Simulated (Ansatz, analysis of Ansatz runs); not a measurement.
# F centre in LiF: hyperfine coupling against experiment, part 2 of 2

Subject: F centre in LiF. Wanted: its hyperfine coupling, in one set-up (r2SCAN, 128-site cell, r2SCAN lattice, 500 eV, k: the single point 1/4 1/4 1/4). The model is a cell of 128 host atoms with 1 F taken out. The isotropic coupling follows from the spin density at the nucleus, the nuclear g-factor and the total spin. A meta-GGA costs about twice a GGA and mends lattice constants and part of the gap.

Ansatz 0.2.0; r2SCAN, 128-site cell, r2SCAN lattice, 500 eV, k: the single point 1/4 1/4 1/4.

So far: Starting point; Relaxation, charge 0.

## 2. Relaxation, charge 0 (continued)

Level of this step: plane-wave PAW DFT, r2SCAN; relaxation of all atoms of a defect supercell (Ansatz).

The steps of the relaxation:

```tsv
step	energy less that of the first step (eV)	largest force component (eV/Å)
1	0.0000	0.1814
2	-0.0162	0.0741
3	-0.0228	0.0308
4	-0.0243	0.0070
```

The run keeps the 12 symmetry operations that it works with, so distortions that break them were not tested.

The atoms that moved most (Å):

```tsv
atom	dx	dy	dz	length
Li60	0.040	0.000	0.000	0.040
Li90	0.000	0.000	0.040	0.040
Li84	0.000	0.040	0.000	0.040
Li82	-0.040	0.000	0.000	0.040
Li58	0.000	-0.040	0.000	0.040
Li52	0.000	0.000	-0.040	0.040
F46	0.000	0.010	-0.010	0.014
F22	0.010	0.000	-0.010	0.014
```

The atoms nearest to the centre after the run:

```tsv
atom	distance (Å)
Li52	2.035
Li58	2.035
Li82	2.035
Li60	2.035
Li84	2.035
Li90	2.035
F20	2.835
F44	2.835
F50	2.835
F83	2.835
F53	2.835
F59	2.835
F57	2.835
F28	2.835
F81	2.835
F75	2.835
```

Numbers from this step:

```yaml
free_energy: -64358.8536 eV
total_moment: 1 μB
integral_of_the_absolute_spin_density: 1.020 μB
spin_contamination: 5.58e-4
```

First to last step the energy falls by 0.024 eV; the largest move, 0.040 Å, is that of Li60 and 5 other atoms alike.

## 3. Contact spin densities

The relaxed structure is kept, and the final numbers are taken at the final level and k-points.

This step: plane-wave PAW DFT, r2SCAN; single point of a defect supercell.

The input, point/input.yaml:

```yaml
crystal:
  lattice:
    - [0.0, 7.97957509, 7.97957509]
    - [7.97957509, 0.0, 7.97957509]
    - [7.97957509, 7.97957509, 0.0]
  atoms:
    - { symbol: Li, position: [-3.172e-05, 3.0965e-05, -3.172e-05] }
    - { symbol: F, position: [0.124878169, 0.125167729, 0.124878169] }
[... 17 atom lines left out ...]
    - { symbol: F, position: [0.123792821, 0.624994473, 0.374994473] }
[... 23 atom lines left out ...]
    - { symbol: F, position: [0.374994473, 0.373792821, 0.374994473] }
[... 5 atom lines left out ...]
    - { symbol: F, position: [0.374994473, 0.624994473, 0.123792821] }
[... 1 atom line left out ...]
    - { symbol: Li, position: [0.247474447, 0.497474447, 0.502515593] }
    - { symbol: F, position: [0.375005527, 0.625005527, 0.626207179] }
[... 4 atom lines left out ...]
    - { symbol: Li, position: [0.247474447, 0.752515593, 0.247474447] }
    - { symbol: F, position: [0.375005527, 0.876207179, 0.375005527] }
    - { symbol: Li, position: [0.247484407, 0.752525553, 0.502525553] }
[... 21 atom lines left out ...]
    - { symbol: Li, position: [0.502515593, 0.497474447, 0.247474447] }
    - { symbol: F, position: [0.626207179, 0.625005527, 0.375005527] }
    - { symbol: Li, position: [0.502525553, 0.497484407, 0.502525553] }
[... 5 atom lines left out ...]
    - { symbol: Li, position: [0.502525553, 0.752525553, 0.247484407] }
[... 36 atom lines left out ...]
    - { symbol: F, position: [0.87500106, 0.875018443, 0.87500106] }
basis:
  ecutwfc: 500
  xc_grid: 2
hamiltonian:
  xc: r2scan
kpoints:
  mp_grid: { grid: [1, 1, 1], shift: [0.25, 0.25, 0.25] }
magnetization:
  spin_polarized: true
  initial_magnetization: 1
  spin_locking: { lock_magnetization: hard }
scf:
  occupations: { method: fermi_dirac, width: 0.01 }
  max_iter: 120
output:
  forces: true
  efg: {}
  eigenvalues: true
checkpoint:
  read: "../relax.run"
```

The run is started by

```console
> ansatz run input.yaml --threads 2 --pin off --max-ram 4710MiB --backend cpu --events-out ev --progress --plain --runs-dir out
```

Numbers of over 12 decimals in the logs are rounded to 6 here.

Output:

```text
[...]
Warning: at least one further symmetry operation maps every atom of the structure, as the run holds it, onto an atom to within 1.99e-5 (fractional), and is not used: to satisfy it, and what else the atoms miss by up to 2.00e-5, twice [...]
[...]
Crystal: 127 atoms, lattice volume = 1016.177 Å³
Basis set: ecut = 500 eV, 25821 PW (Γ), exchange–correlation on 180×180×180 points (8 copies of the dense FFT grid, shifted against one another)
Bands: 444, of which v1, the nominal top of the filled ones, is band 317 counted from 1 (316 counted from 0)
Symmetry: 12 space group operations
[...]
k-points: 1
[...]
Stability of the state it starts from, as read at its close in the collinear treatment: not read, because the mixer in use, unlike msr1, does not test its closes by its own steps (another_mixer); its run was given moments
[...]
atom  52  Li V_zz =    -0.024241   η = 0.0121   by run symmetry: allowed
[...]
atom  58  Li V_zz =    -0.024241   η = 0.0121   by run symmetry: allowed
[...]
atom  60  Li V_zz =    -0.024241   η = 0.0121   by run symmetry: allowed
[...]
atom  82  Li V_zz =    -0.024241   η = 0.0121   by run symmetry: allowed
[...]
atom  83  F  V_zz =    +0.118899   η = 0.8177   by run symmetry: allowed
[...]
atom  84  Li V_zz =    -0.024241   η = 0.0121   by run symmetry: allowed
[...]
atom  90  Li V_zz =    -0.024241   η = 0.0121   by run symmetry: allowed
[...]
--- Band table (eV) ---
[...]
[key lines of the parts left out:]
SCF converged after 2 iterations
Magnetization: 1.0000 μB (317.0000 up, 316.0000 down)
Free energy (F): -64358.853624 eV
Fermi energy:    7.821009 (↑ 8.934330, ↓ 4.670194) eV
```

Wall time 50 s (2 threads of Arm Neoverse V2, shared host); peak memory 3.8 GiB; 97 s of CPU time.

Read from the output:

* free energy: -64358.8536 eV
* total moment: 1 μB
* integral of the absolute spin density: 1.020 μB
* spin contamination: 5.58e-4

The atoms' spheres hold 0.21 of the 1 μB, none over 0.02 μB.

Isotropic hyperfine couplings from the contact spin densities (Fermi contact term with core polarisation, no dipolar part), the largest:

```tsv
atom	isotope	distance from the centre (Å)	contact spin density (e/Å³)	A (MHz)
F22	19F	2.83	0.207	129.3
F28	19F	2.83	0.207	129.3
F46	19F	2.83	0.207	129.3
F57	19F	2.83	0.207	129.3
F75	19F	2.83	0.207	129.3
F81	19F	2.83	0.207	129.3
F20	19F	2.83	0.202	125.8
F44	19F	2.83	0.202	125.8
F50	19F	2.83	0.202	125.8
F53	19F	2.83	0.202	125.8
```

## 4. Outcome

```json
{"7Li, shell I": "39.9 MHz", "19F, shell II": "127.5 MHz", "7Li, shell III": "0.5 MHz", "19F, shell IV": "1.1 MHz", "integral of the absolute spin density": "1.02 μB", "time of the whole chain": "7.2 min on 2 threads"}
```

7Li, shell I: computed 39.9 MHz, measured 39.06 MHz; 0.9 MHz (2 %) above the measurement. 19F, shell II: computed 127.5 MHz, measured 105.9 MHz; 21.6 MHz (20 %) above the measurement. 7Li, shell III: computed 0.5 MHz, measured 0.5 MHz; equal to the digits shown. 19F, shell IV: computed 1.1 MHz, measured 0.48 MHz; 0.7 MHz (138 %) above the measurement. Only the isotropic (Fermi contact) part is computed, with core polarisation; no vibrational averaging.

[Logs are printed without paths, hosts, clocks, repeated set-up lines and the standing remarks that a program may print on its own settings, such as how far it seeks lower states.]

[Hosts, paths, dates, database ids (printed as entryN), source tags and the programs' standing remarks are cut or masked in the printed files.]

[For some hosts the program warned that the k-mesh of the response run may be too coarse for force constants and the static dielectric constant; such warnings are not shown here.]
